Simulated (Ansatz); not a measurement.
## Pt1-xIrx: energy of mixing

What does it cost to mix the two end members?

Calculated with Ansatz 0.2.0, PBEsol, PAW files of the set soft_1, cutoff 600 eV, Fermi–Dirac smearing 0.05 eV, k-mesh 8×8×8, no spin polarisation, no spin-orbit coupling.

Each composition is one ordered cell of the fcc structure with 8 sites to fill (x is the share of Ir on the Pt sites), chosen so that its near-neighbour pairs are as close to random as the cell allows, with cell and atoms relaxed. The cell at x = 0.25: a = 5.5085 Å, b = 5.5085 Å, c = 5.5200 Å, α = 59.93°, β = 59.93°, γ = 59.93°.

| x | formula | space group | mixing energy for each mixed site (meV) |
| --- | --- | --- | --- |
| 0 | Pt | Fm-3m | 0.0 |
| 0.25 | IrPt3 | Cmmm | 68.4 |
| 0.375 | Ir3Pt5 | R-3m | 82.6 |
| 0.5 | IrPt | Imma | 97.2 |
| 0.625 | Ir5Pt3 | R-3m | 83.3 |
| 0.75 | Ir3Pt | Cmmm | 70.2 |
| 0.875 | Ir7Pt | Fm-3m | 42.6 |
| 1 | Ir | Fm-3m | 0.0 |

**Question.** Fit the trend and give the value at x = 0.125, a row left out above.

The law is y = (1 − x) y0 + x y1 − b x(1 − x). With w = x(1 − x) and δ the distance of each inner row from the straight line, b = −Σδw/Σw².

```
    x       w     δ
 0.25  0.1875  68.4
0.375  0.2344  82.6
  0.5  0.2500  97.2
0.625  0.2344  83.3
 0.75  0.1875  70.2
0.875  0.1094  42.6
```

Σδw = 93.83 and Σw² = 0.2546, so b = −368 meV. At x = 0.125 the law gives 40.3 meV. The run itself gives 41.9 meV, so the estimate misses by 1.6 meV; the fitted rows themselves lie up to 5.1 meV off the law.

The interaction parameter of a regular solution is Ω = −b = 368 meV for each mixed site. It is positive, and Ω/2k_B = 2138 K is the top of the miscibility gap in that model, a rough figure that leaves out vibrations, ordering and substrate strain.

One small ordered cell stands for each composition, so a random alloy may differ.

[Logs are printed without paths, hosts, clocks, repeated set-up lines and the standing remarks that a program may print on its own settings, such as how far it seeks lower states.]
